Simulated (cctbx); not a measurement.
# A disordered crystal of nominal Ca2AgPt2

Cell a = 4.5120 Å, b = 5.8160 Å, c = 8.5550 Å, α = 90.00°, β = 90.00°, γ = 90.00°; space group Immm (no. 71); nominal formula Ca2AgPt2.

Simulated single-crystal data (cctbx): Ga Kα, λ = 1.3414 Å, to d = 0.83 Å, 95 % of the full sphere, strongest reflection 40000 counts, noise from counting, a 3 % proportional error and a noise floor of 8 counts (s.d.); no absorption.

With every site full:

```text
Rint 0.022, 135 unique reflections to 0.83 A
cycle     R1     wR2    GooF  max shift (A)
   1  0.1332  0.3274  20.493   0.00150
   2  0.0235  0.0832   5.208   0.00000
final R1 0.0235 wR2 0.0832 GooF 5.208  parameters 11  data/parameter 12.3
atom        x        y        z      Ueq    occ   su(xyz)  su(Uiso or U11)
Pt1    0.50000  0.27406  0.00000   0.0009  1.000  0.00015  0.0007
Ag1    0.00000  0.00000  0.00000   0.0104  1.000  0.00000  0.0013
Ca1    0.00000  0.50000  0.80270   0.0015  1.000  0.00050  0.0018
difference map: max 3.08 min -3.81 rms 0.50
Q1    0.0000  0.2570  0.5000    4    3.12  0.18 A from Pt1
Q2    0.0000  0.5000  0.0704    4    0.80  1.09 A from Ca1
Q3    0.0000  0.1327  0.1015    8    0.71  1.16 A from Ag1
Q4    0.0000  0.5000  0.5000    2    0.67  1.59 A from Pt1
Q5    0.0000  0.4316  0.1743    8    0.62  0.44 A from Ca1
Q6    0.2201  0.2637  0.1040   16    0.61  1.55 A from Pt1
```

With the occupancies of the suspect sites free, each still typed as its main element:

```text
Rint 0.022, 135 unique reflections to 0.83 A
cycle     R1     wR2    GooF  max shift (A)
   1  0.0875  0.2346  14.743   0.00147
   3  0.0062  0.0150   0.940   0.00001
final R1 0.0062 wR2 0.0149 GooF 0.939  parameters 12  data/parameter 11.2
atom        x        y        z      Ueq    occ   su(xyz)  su(Uiso or U11)
Pt1    0.50000  0.27379  0.00000   0.0027  1.000  0.00003  0.0001
Ag1    0.00000  0.00000  0.00000   0.0030  0.846  0.00000  0.0003
Ca1    0.00000  0.50000  0.80264   0.0032  1.000  0.00009  0.0003
su of occupancy Ag1: 0.003
difference map: max 0.54 min -0.44 rms 0.12
Q1    0.0000  0.5000  0.0946    4    0.56  0.88 A from Ca1
Q2    0.0000  0.0000  0.2954    4    0.52  2.19 A from Pt1
Q3    0.0000  0.2286  0.2109    8    0.45  1.58 A from Ca1
Q4    0.1951  0.2772  0.1072   16    0.43  1.65 A from Pt1
Q5    0.0000  0.0000  0.1055    4    0.36  0.90 A from Ag1
Q6    0.0000  0.2239  0.3582    8    0.34  1.21 A from Pt1
```

**Question.** What is the disorder?

X-rays count electrons. Ag1 refines to 0.846(0.003), or 39.8 electrons; the site truly holds 0.85 Ag, 39.9 electrons, which is 0.850 of Ag. A value under 1 can't tell vacancies from a lighter guest, and one over 1 needs a heavier guest; chemistry or a second radiation must settle which. Occupancy correlates with U and the scale, so the match is approximate.

Freeing them takes R1 from 0.0235 to 0.0062 and GooF from 5.21 to 0.94.

The model was made for the exercise: a known structure type with other elements put in, its volume estimated, not relaxed; displacement parameters are assumed.

[Middle refinement cycles are left out of these outputs.]

[Logs are printed without paths, hosts, clocks, repeated set-up lines and the standing remarks that a program may print on its own settings, such as how far it seeks lower states.]
